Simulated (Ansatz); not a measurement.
## LaMg (Pm-3m): Grüneisen parameters

Wanted: mode Grüneisen parameters of LaMg (Pm-3m).

Main program and level: Ansatz 0.2.0; DFT PBEsol, scalar-relativistic, plane waves, PAW; PAW set soft_1.

## (1) Set-up

It takes space group Pm-3m (No. 221, cubic). The conventional cell has a = 3.908 Å, b = 3.908 Å, c = 3.908 Å, α = 90.00°, β = 90.00°, γ = 90.00°. Nearest to La lie 8 Mg at 3.38 Å. Nearest to Mg lie 8 La at 3.38 Å. Farther neighbours, and contacts between anions beyond the nearest, are not listed.

## (2) The dispersion

Stability and thermal properties need the whole zone. Linear response on a 4×4×4 q mesh gives force constants as far as a supercell of that size would.

Contents of input.yaml:

```yaml
crystal:
  lattice:
    - [3.9083353299, 0.0, 0.0]
    - [0.0, 3.9083353299, 0.0]
    - [0.0, 0.0, 3.9083353299]
  atoms:
    - { symbol: La, position: [0.5, 0.5, 0.5] }
    - { symbol: Mg, position: [0.0, 0.0, 0.0] }
kpoints:
  mp_grid: { grid: [12, 12, 12] }
hamiltonian:
  xc: pbesol
  pseudopotentials: { kind: paw, azcp: { folder: soft_1 }, xc_functional: pbe }
scf:
  occupations: { method: methfessel_paxton, width: 0.2 }
output:
  eigenvalues: true
phonons:
  method: dfpt
  qmesh: [4, 4, 4]
  temperatures: { t_max: 1000, t_step: 50 }
  qpath:
    path:
      - [[0.0, 0.0, 0.0], [0.0, 0.5, 0.0], [0.5, 0.5, 0.0], [0.0, 0.0, 0.0], [0.5, 0.5, 0.5], [0.0, 0.5, 0.0]]
      - [[0.5, 0.5, 0.5], [0.5, 0.5, 0.0]]
    npoints: 10
```

Command:

```sh
ansatz run input.yaml --threads 4 --pin off --max-ram 10240MiB --backend cpu --events-out ev --progress --plain --runs-dir out
```

The log of the run:

```text
Engine: ansatz 0.2.0, x86_64-unknown-linux-gnu
Pseudopotentials: kind: paw
Pseudopotential: La, paw, valence charge 11, recommended cutoff 420 eV (normal), soft_1/La.paw.azcp
Pseudopotential: Mg, paw, valence charge 10, recommended cutoff 420 eV (normal), soft_1/Mg.paw.azcp
Functional definition: PBEsol
  exchange = pbesol_x
  correlation = pbesol_c
Crystal: 2 atoms, lattice volume = 59.700 Å³
Basis set: ecut = 420 eV, 1189 PW (Γ), exchange–correlation on 54×54×54 points (8 copies of the dense FFT grid, shifted against one another)
Bands: 15, of which v1, the nominal top of the filled ones, is band 11 counted from 1 (10 counted from 0)
Symmetry: 48 space group operations
k-points: 84 of 1728
Non-local potential: La, projectors of the file, l = 0: 3, l = 1: 2, l = 2: 2, l = 3: 3
Non-local potential: Mg, projectors of the file, l = 0: 3, l = 1: 2, l = 2: 1
PAW form: soft (Blöchl's): semilocal exchange-correlation on the pseudo side does not see the compensation charge
PAW frozen core: La, regenerated for the run's functional, and the local potential with it (the file was generated under x = pbe(κ = 0.804, μ = 0.219515), c = pbe(β = 0.066725))
PAW frozen core: Mg, regenerated for the run's functional, and the local potential with it (the file was generated under x = pbe(κ = 0.804, μ = 0.219515), c = pbe(β = 0.066725))
PAW one-centre angular grid: La, 590 points (default); XC on 64 Gauss nodes
PAW one-centre angular grid: Mg, 110 points (default); XC on 64 Gauss nodes
Initial density: superposition of atomic densities (chi_scale 0.1, normalization cell, long waves kept (reshape's long-wave potential 0.00 eV rms))
Initial wavefunctions: pseudopotential atomic-orbital guess
Functional: x = pbesol(κ = 0.804, μ = 0.123457), c = pbesol(β = 0.046)
SCF iter   1: F=—  HF=-8073.883562 eV  |F-HF|=—  |Δ(HF+E_count)|=         —  Δρ=2.04e-2  dr2=3.55e-1  ethr=3.10e-3  ⟨swp⟩=3.6  Hψ=5210  notcnv=0
preconditioner: auto → Kerker (q_TF=auto, 2.292 Å⁻¹)  [metal: Δε(μ)=0.028 eV  Ē_g=2.940 eV  σ=0.200 eV  W_gap=0.12  n_scr=18 (ndim 8)  ℏωp=10.7 eV  f_vac=0.000  D(μ)=2.18/eV (n_scr^D=18)]
SCF iter   2: F=—  HF=-8073.790461 eV  |F-HF|=—  |Δ(HF+E_count)|=   9.31e-2  S|Δr|=    0.00e0  Δρ=1.25e-2  dr2=1.59e-1  ethr=1.69e-3  ⟨swp⟩=2.0  Hψ=2269  notcnv=0
SCF iter   3: F=—  HF=-8073.714037 eV  |F-HF|=—  |Δ(HF+E_count)|=   7.64e-2  S|Δr|=    0.00e0  Δρ=2.66e-3  dr2=7.45e-3  ethr=7.59e-4  ⟨swp⟩=2.1  Hψ=1864  notcnv=0
SCF iter   4: F=—  HF=-8073.711649 eV  |F-HF|=—  |Δ(HF+E_count)|=   2.39e-3  S|Δr|=    0.00e0  Δρ=9.77e-4  dr2=3.96e-4  ethr=3.55e-5  ⟨swp⟩=2.0  Hψ=2113  notcnv=0
SCF iter   5: F=—  HF=-8073.711487 eV  |F-HF|=—  |Δ(HF+E_count)|=   1.62e-4  S|Δr|=    0.00e0  Δρ=1.28e-4  dr2=1.03e-5  ethr=1.89e-6  ⟨swp⟩=2.0  Hψ=2141  notcnv=0
SCF iter   6: F=—  HF=-8073.711491 eV  |F-HF|=—  |Δ(HF+E_count)|=   4.18e-6  S|Δr|=    0.00e0  Δρ=2.48e-5  dr2=3.81e-7  ethr=4.91e-8  ⟨swp⟩=2.0  Hψ=1816  notcnv=0
SCF iter   7: F=—  HF=-8073.711491 eV  |F-HF|=—  |Δ(HF+E_count)|=   3.89e-7  S|Δr|=    0.00e0  Δρ=5.56e-6  dr2=3.38e-8  ethr=1.81e-9  ⟨swp⟩=2.6  Hψ=2186  notcnv=0
SCF iter   8: F=—  HF=-8073.711491 eV  |F-HF|=—  |Δ(HF+E_count)|=   6.50e-9  S|Δr|=    0.00e0  Δρ=8.70e-7  dr2=4.62e-10  ethr=1.61e-10  ⟨swp⟩=2.7  Hψ=1856  notcnv=0
SCF iter   9: F=—  HF=-8073.711491 eV  |F-HF|=—  |Δ(HF+E_count)|=  6.28e-11  S|Δr|=    0.00e0  Δρ=2.40e-7  dr2=3.56e-11  ethr=2.20e-12  ⟨swp⟩=2.0  Hψ=1805  notcnv=0
SCF iter  10: F=-8073.711491 eV  HF=-8073.711491 eV  |F-HF|=3.64e-12  |Δ(HF+E_count)|=  4.55e-12  S|Δr|=    0.00e0  Δρ=3.28e-8  dr2=5.33e-13  ethr=1.00e-12  ⟨swp⟩=6.8  Hψ=6207  notcnv=0
SCF 1 converged in 10 iterations: F = -8073.711491 eV  dr2 = 5.33e-13
  greatest PAW one-centre occupation: 1.000 electrons in one spin orbital (limit 2), on the Mg atom at site 1 (counted from 0), in its partial waves of l = 0
phonons: the bands overlap, so this run is a metal and interpolates without the dipole-dipole term. If the crystal is really an insulator or semiconductor, its LO-TO splitting is missing
NSCF: frozen V_eff on 84 k-points
WARN: eigensolver did not converge in 2 slots of this pass, the one above among them; of largest residual over every band (k=50): 1 band(s) unlocked (lowest unlocked band 14, counted from 0; max residual 1.22e-4 eV among the unlocked bands, 1.22e-4 eV over every band); of lowest unlocked band (k=35): band 14
NSCF: frozen V_eff on 196 k-points
DFPT response loops at q = (0, 0, 0) (fractional): preconditioner auto → Kerker (q_TF=auto, 2.292 Å⁻¹) (partly filled bands, converged f_vac=0.000); β = 1.00, the filter's whole step (`scf.mixing.beta` (0.50) is not read by the response loops under this deck's `scf.mixing.preconditioner`; to damp them name `kerker` or `kerker_dos`, under which they read `scf.mixing.beta`, and type it under 1.00, their step now; both keys bind the ground state too); Broyden in place of MSR1
NSCF: frozen V_eff on 1176 k-points
DFPT response loops at q = (0, 0, 0.25) (fractional): mixed as the last ones told, above
NSCF: frozen V_eff on 686 k-points
DFPT response loops at q = (0, 0, -0.5) (fractional): mixed as the last ones told, above
NSCF: frozen V_eff on 2016 k-points
DFPT response loops at q = (0, 0.25, 0.25) (fractional): mixed as the last ones told, above
NSCF: frozen V_eff on 1176 k-points
DFPT response loops at q = (0, 0.25, -0.5) (fractional): mixed as the last ones told, above
NSCF: frozen V_eff on 686 k-points
DFPT response loops at q = (0, -0.5, -0.5) (fractional): mixed as the last ones told, above
NSCF: frozen V_eff on 1872 k-points
DFPT response loops at q = (0.25, 0.25, 0.25) (fractional): mixed as the last ones told, above
NSCF: frozen V_eff on 2016 k-points
DFPT response loops at q = (0.25, 0.25, -0.5) (fractional): mixed as the last ones told, above
NSCF: frozen V_eff on 1176 k-points
DFPT response loops at q = (0.25, -0.5, -0.5) (fractional): mixed as the last ones told, above
NSCF: frozen V_eff on 392 k-points
DFPT response loops at q = (-0.5, -0.5, -0.5) (fractional): mixed as the last ones told, above
SCF converged after 10 iterations
Stability not checked: this state was not tested for a lower state beside it, because cold or Methfessel-Paxton smearing, or corrected tetrahedra, fill the levels in a way that the test cannot read (fill_not_monotonic; see scf.lower_state_search)
Free energy (F): -8073.711491 eV
Harris-Foulkes:  -8073.711491 eV  (|F-HF|=3.64e-12)
Internal energy: -8073.713289 eV  (E = F + TS)
E sigma→0 (E₀):  -8073.711940 eV
Entropy (-TS):   0.001798 eV (0.899 meV/atom)
Fermi energy:    8.720024 eV
Step filling:    the computed levels leave a gap of 0.0028 eV = 0.0 smearing widths at the electron count; against every level under it full and every level over it empty, smearing changes F+E_penalty+E_count by -2.046 meV and its σ→0 estimate by -2.495 meV
--- Per-component energies (eV) ---
  E_band       = -390.582386
  E_kinetic    = 254.925460
  E_local      = -2059.586395  (includes V_loc(G=0)·N_el)
  E_nonlocal   = 284.701375
  E_hartree    = 711.722799
  E_xc         = -167.292137
  E_vxc        = -177.652512  (∫ρ·V_xc dr)
  E_paw        = -5618.285342  (= ΣΔE_a)
  E_vpaw       = -116.415771  (= ΣTr[D̂ρ^β])
  E_aug_tail   = -0.000137  (compensation charges beyond the density's cutoff)
  E_ewald      = -1480.126810
  E_core_change = 0.227898  (= ΣΔE_core)
  E_smearing   = 0.001798  (= −TS)
  E_closure    = -0.000000  (closes the sum)
  Σ components = -8073.711491   (vs F -8073.711491, Δ=0.00e0)
--- Band table (eV; the first three rows and the last of 84) ---
  k-point 0: bands = [... 7 lower, -7.4851, 3.8984, 8.1249, 8.1249, 10.4196, 10.4196, 10.4196, 10.4914]
  k-point 1: bands = [... 7 lower, -7.4815, 3.9995, 8.1646, 8.1856, 10.3792, 10.4151, 10.4151, 10.4781]
  k-point 2: bands = [... 7 lower, -7.4716, 4.2879, 8.2793, 8.3047, 10.2752, 10.3960, 10.3960, 10.4372]
  k-point 83: bands = [... 7 lower, -7.8864, 7.1484, 7.1484, 7.1484, 9.0701, 10.5004, 10.5004, 10.5004]
--- Phonons (Γ-DFPT): 2 representative perturbations + reference (Σ response iterations 6) ---
  ASR residual: 2.022e-5 → 0.000e0 eV/Å²; symmetrization residual: 2.250e-6 eV/Å²
  ASR residual per site (eV/Å²): 1.49e-5 2.02e-5
  Γ frequencies (cm⁻¹): 0.00 0.00 0.00 204.17 204.17 204.17
--- Phonons (arbitrary-q DFPT): 10 irreducible q on the 4×4×4 mesh ---
  q = [0.0000, 0.0000, 0.0000] (star 1, of the zone-centre solve; hermiticity 1.42e-6, symmetrization 2.31e-12): -0.00 0.00 0.00 204.17 204.17 204.17
  q = [0.0000, 0.0000, 0.2500] (star 6, 4 solved perturbations in 1848 linear systems a pass and spin channel, the states on 588 of 1728 k-point pairs; hermiticity 1.21e-6, symmetrization 8.89e-13): 58.58 58.58 58.71 191.86 200.84 200.84
  q = [0.0000, 0.0000, -0.5000] (star 3, 4 solved perturbations in 1078 linear systems a pass and spin channel, the states on 343 of 1728 k-point pairs; hermiticity 5.23e-14, symmetrization 1.99e-12): 79.09 86.03 86.03 167.50 195.22 195.22
  q = [0.0000, 0.2500, 0.2500] (star 12, 4 solved perturbations in 3108 linear systems a pass and spin channel, the states on 1008 of 1728 k-point pairs; hermiticity 1.08e-6, symmetrization 3.04e-13): 31.84 66.98 86.03 182.97 194.47 199.98
  q = [0.0000, 0.2500, -0.5000] (star 12, 6 solved perturbations on 588 of 1728 k-point pairs; hermiticity 1.54e-6, symmetrization 2.84e-13): 60.08 68.29 78.16 176.06 190.23 199.20
  q = [0.0000, -0.5000, -0.5000] (star 3, 4 solved perturbations in 1078 linear systems a pass and spin channel, the states on 343 of 1728 k-point pairs; hermiticity 1.53e-6, symmetrization 1.48e-13): 33.50 33.50 72.83 187.97 187.97 202.45
  q = [0.2500, 0.2500, 0.2500] (star 8, 2 solved perturbations on 936 of 1728 k-point pairs; hermiticity 9.18e-7, symmetrization 9.33e-13): 69.53 69.53 73.31 186.61 192.11 192.11
  q = [0.2500, 0.2500, -0.5000] (star 12, 4 solved perturbations in 3108 linear systems a pass and spin channel, the states on 1008 of 1728 k-point pairs; hermiticity 1.04e-6, symmetrization 9.25e-13): 57.40 75.42 94.24 180.93 189.05 195.33
  q = [0.2500, -0.5000, -0.5000] (star 6, 4 solved perturbations in 1848 linear systems a pass and spin channel, the states on 588 of 1728 k-point pairs; hermiticity 1.01e-6, symmetrization 1.88e-13): 76.10 76.10 87.78 187.06 187.06 194.12
  q = [-0.5000, -0.5000, -0.5000] (star 1, 2 solved perturbations on 196 of 1728 k-point pairs; hermiticity 4.73e-14, symmetrization 3.88e-12): 112.94 112.94 112.94 177.90 177.90 177.90
  sum rule: each row above includes the acoustic sum rule's correction from the zone centre's row sums; it moved no ω² by more than (0.48 cm⁻¹)²
  mesh force constants: q→R imaginary residual 2.96e-18; ASR residual 2.022e-5 → 0.000e0 eV/Å²; symmetrization residual 2.220e-15 eV/Å²
  interpolated dispersion: 62 rows × 6 modes
  density of states and harmonic sums: on the 16×16×16 q-mesh, interpolated from the force constants of a 4×4×4 supercell (no non-analytic term)
  largest difference from the sums on the solved wave vectors: F 1.28e-2 eV, S 1.68e-5 and C_V 3.98e-6 eV/K
  zero-point energy: 0.048225 eV/cell   skipped modes (ω ≤ 0): 3   left out of the sums: 1.22e-4 of the cell's modes: C_V's classical limit lies that fraction below 3 k_B per atom; for a crystal, a wire or a layer, F and S can be off by more, and a phonons.interpolated_qmesh denser along its periods is the remedy for the sampling
```

Run time: 7.9 min. Hardware: 4 threads of Intel Xeon Platinum 8488C (Sapphire Rapids), shared host; peak memory 2.6 GiB; 29 min of CPU time.

This step gave:

```
volume per atom                                            : 29.85 Å³
gap on the k-mesh                                          : 0 eV
sum-rule residual before enforcement                       : 2.02e-5 eV/Å²
lowest frequency on the path                               : 0 cm⁻¹
point group                                                : m-3m
highest frequency on path, mesh or solved points           : 204.2 cm⁻¹
mean frequency                                             : 129.7 cm⁻¹
Debye temperature (second moment)                          : 267 K
logarithmic mean frequency                                 : 112.3 cm⁻¹
highest optical mode at the zone centre (no LO-TO term)    : 204.2 cm⁻¹
lowest optical zone-centre mode                            : 204.2 cm⁻¹
lowest mode on the q mesh (acoustic modes at Γ apart)      : 31.84 cm⁻¹
zero-point energy per atom                                 : 24.11 meV
heat capacity at 300 K                                     : 23.99 J/(mol atoms K)
vibrational entropy at 300 K                               : 40.87 J/(mol atoms K)
edges of the widest gap between branches, on path and mesh : 112.9, 167.5 cm⁻¹
```

Frequencies (cm⁻¹) solved at each irreducible wavevector; negative means imaginary. Frequencies by wavevector, by row:

```tsv
q in reciprocal lattice units	star	mode 1	mode 2	mode 3	mode 4	mode 5	mode 6
0 0 0	1	0	0	0	204.2	204.2	204.2
0 0 0.25	6	58.6	58.6	58.7	191.9	200.8	200.8
0 0 -0.5	3	79.1	86	86	167.5	195.2	195.2
0 0.25 0.25	12	31.8	67	86	183	194.5	200
0 0.25 -0.5	12	60.1	68.3	78.2	176.1	190.2	199.2
0 -0.5 -0.5	3	33.5	33.5	72.8	188	188	202.4
0.25 0.25 0.25	8	69.5	69.5	73.3	186.6	192.1	192.1
0.25 0.25 -0.5	12	57.4	75.4	94.2	180.9	189.1	195.3
0.25 -0.5 -0.5	6	76.1	76.1	87.8	187.1	187.1	194.1
-0.5 -0.5 -0.5	1	112.9	112.9	112.9	177.9	177.9	177.9
```

Symmetry leaves 10 wavevectors to solve. The lowest mode among them, the acoustic zeros apart, lies at q = (0, 0.25, 0.25) and is real, 31.8 cm⁻¹.

## (3) Relaxing at another volume, volume ratio 0.97

The volume is scaled by 0.97 and held; symmetry leaves nothing to relax, so this is a single point. The modes can then be followed against volume.

input.yaml, the sections that differ from step 2:

```yaml
crystal:
  lattice:
    - [3.868854496, 0.0, 0.0]
    - [0.0, 3.868854496, 0.0]
    - [0.0, 0.0, 3.868854496]
  atoms:
    - { symbol: La, position: [0.5, 0.5, 0.5] }
    - { symbol: Mg, position: [0.0, 0.0, 0.0] }
output:
  forces: true
  stress: true
  eigenvalues: true
# kpoints, hamiltonian, scf: as in step 2
# phonons: removed
```

The log of the run:

```text
[...]
Crystal: 2 atoms, lattice volume = 57.909 Å³
Basis set: ecut = 420 eV, 1141 PW (Γ), exchange–correlation on 54×54×54 points (8 copies of the dense FFT grid, shifted against one another)
Bands: 15, of which v1, the nominal top of the filled ones, is band 11 counted from 1 (10 counted from 0)
Symmetry: 48 space group operations
[...]
k-points: 84 of 1728
[...]
--- Band table (eV; the first three rows and the last of 84) ---
  k-point 0: bands = [... 7 lower, -7.0763, 4.1842, 8.4070, 8.4070, 10.8241, 10.8241, 10.8241, 10.8969]
  k-point 1: bands = [... 7 lower, -7.0723, 4.2891, 8.4479, 8.4739, 10.7813, 10.8186, 10.8186, 10.8824]
  k-point 2: bands = [... 7 lower, -7.0614, 4.5876, 8.5664, 8.6123, 10.6707, 10.7956, 10.7956, 10.8376]
  k-point 83: bands = [... 7 lower, -7.5162, 7.4158, 7.4158, 7.4158, 9.4396, 10.9110, 10.9110, 10.9110]
[key lines of the parts left out:]
SCF converged after 7 iterations
Free energy (F): -8073.704892 eV
Fermi energy:    9.041524 eV
P = ⅓ Tr σ = 1.1975 GPa (11.975 kbar)
```

Run time: 1.7 s. Hardware: 4 threads; peak memory 0.45 GiB.

Numbers from this step:

| Property | Result |
| --- | --- |
| pressure | 1.197 GPa |
| volume per atom | 28.95 Å³ |

The run ends at a pressure of 1.20 GPa.

## (4) Phonons at the other volume, volume ratio 0.97

The phonons are repeated at this volume on the same meshes, so that differences come from the volume alone.

input.yaml, the sections that differ from step 3:

```yaml
output:
  eigenvalues: true
phonons:
  method: dfpt
  qmesh: [4, 4, 4]
  temperatures: { t_max: 1000, t_step: 50 }
  qpath:
    path:
      - [[0.0, 0.0, 0.0], [0.0, 0.5, 0.0], [0.5, 0.5, 0.0], [0.0, 0.0, 0.0], [0.5, 0.5, 0.5], [0.0, 0.5, 0.0]]
      - [[0.5, 0.5, 0.5], [0.5, 0.5, 0.0]]
    npoints: 10
# crystal, kpoints, hamiltonian, scf: as in step 3
```

The log of the run:

```text
[...]
Crystal: 2 atoms, lattice volume = 57.909 Å³
Basis set: ecut = 420 eV, 1141 PW (Γ), exchange–correlation on 54×54×54 points (8 copies of the dense FFT grid, shifted against one another)
Bands: 15, of which v1, the nominal top of the filled ones, is band 11 counted from 1 (10 counted from 0)
Symmetry: 48 space group operations
k-points: 84 of 1728
[...]
SCF iter   1: F=—  HF=-8073.879929 eV  |F-HF|=—  |Δ(HF+E_count)|=         —  Δρ=2.10e-2  dr2=3.57e-1  ethr=3.10e-3  ⟨swp⟩=3.7  Hψ=5202  notcnv=0
[...]
SCF iter  10: F=-8073.704892 eV  HF=-8073.704892 eV  |F-HF|=2.73e-12  |Δ(HF+E_count)|=  9.09e-13  S|Δr|=    0.00e0  Δρ=3.01e-8  dr2=4.45e-13  ethr=1.00e-12  ⟨swp⟩=6.5  Hψ=6070  notcnv=0
SCF 1 converged in 10 iterations: F = -8073.704892 eV  dr2 = 4.45e-13
[...]
NSCF: frozen V_eff on 84 k-points
[...]
SCF converged after 10 iterations
[...]
Free energy (F): -8073.704892 eV
[...]
Internal energy: -8073.705934 eV  (E = F + TS)
E sigma→0 (E₀):  -8073.705152 eV
Entropy (-TS):   0.001043 eV (0.521 meV/atom)
Fermi energy:    9.041482 eV
[...]
--- Band table (eV; the first three rows and the last of 84) ---
  k-point 0: bands = [... 7 lower, -7.0765, 4.1842, 8.4069, 8.4069, 10.8239, 10.8239, 10.8239, 10.8967]
  k-point 1: bands = [... 7 lower, -7.0725, 4.2892, 8.4478, 8.4739, 10.7811, 10.8184, 10.8184, 10.8822]
  k-point 2: bands = [... 7 lower, -7.0615, 4.5876, 8.5664, 8.6122, 10.6705, 10.7955, 10.7955, 10.8374]
  k-point 83: bands = [... 7 lower, -7.5164, 7.4158, 7.4158, 7.4158, 9.4396, 10.9108, 10.9108, 10.9108]
[...]
ASR residual: 1.475e-5 → 0.000e0 eV/Å²; symmetrization residual: 2.373e-6 eV/Å²
  ASR residual per site (eV/Å²): 1.47e-5 7.34e-6
  Γ frequencies (cm⁻¹): 0.00 0.00 0.00 212.59 212.59 212.59
--- Phonons (arbitrary-q DFPT): 10 irreducible q on the 4×4×4 mesh ---
[...]
interpolated dispersion: 62 rows × 6 modes
[...]
```

It took 6.6 min on 4 threads; peak memory 2.5 GiB.

This step gave:

```yaml
sum_rule_residual_before_enforcement: 1.47e-5 eV/Å²
highest_frequency_on_path_mesh_or_solved_points: 212.6 cm⁻¹
mean_frequency: 134.3 cm⁻¹
debye_temperature_second_moment: 278 K
logarithmic_mean_frequency: 115.7 cm⁻¹
highest_optical_mode_at_the_zone_centre_no_lo_to_term: 212.6 cm⁻¹
lowest_optical_zone_centre_mode: 212.6 cm⁻¹
lowest_mode_on_the_q_mesh_acoustic_modes_at_gamma_apart: 29.86 cm⁻¹
zero_point_energy_per_atom: 24.98 meV
heat_capacity_at_300_k: 23.91 J/(mol atoms K)
vibrational_entropy_at_300_k: 40.16 J/(mol atoms K)
edges_of_the_widest_gap_between_branches_on_path_and_mesh: 116.4, 174.1 cm⁻¹
```

Frequencies (cm⁻¹) solved at each irreducible wavevector; negative means imaginary. Frequencies by wavevector, by row:

```tsv
q in reciprocal lattice units	star	mode 1	mode 2	mode 3	mode 4	mode 5	mode 6
0 0 0	1	0	0	0	212.6	212.6	212.6
0 0 0.25	6	60.2	60.2	61	199.3	208.6	208.6
0 0 -0.5	3	82.5	88.4	88.4	174.1	202.1	202.1
0 0.25 0.25	12	31.3	68.9	89.4	189.8	203.1	207.3
0 0.25 -0.5	12	60.6	69.5	80.4	184.2	198.4	206.3
0 -0.5 -0.5	3	29.9	29.9	74.9	196.9	196.9	209.7
0.25 0.25 0.25	8	71.4	71.4	75.3	194	200.2	200.2
0.25 0.25 -0.5	12	58	76.6	97.4	189.5	196.2	203.6
0.25 -0.5 -0.5	6	77.2	77.2	90	195.9	195.9	201.3
-0.5 -0.5 -0.5	1	116.4	116.4	116.4	185.2	185.2	185.2
```

The highest optical mode at the zone centre (no LO-TO term) is 212.6 cm⁻¹, +8.4 cm⁻¹ against the base run.

(Continued in part 2 of 2.)

[Long decimals in the printed logs are rounded to 6 places.]

[Logs are printed without paths, hosts, clocks, repeated set-up lines and the standing remarks that a program may print on its own settings, such as how far it seeks lower states.]

[Hosts, paths, dates, database ids (printed as entryN), source tags and the programs' standing remarks are cut or masked in the printed files.]

[Where the starting crystal was built by hand or by swapping elements, it need not be the compound's stable phase.]
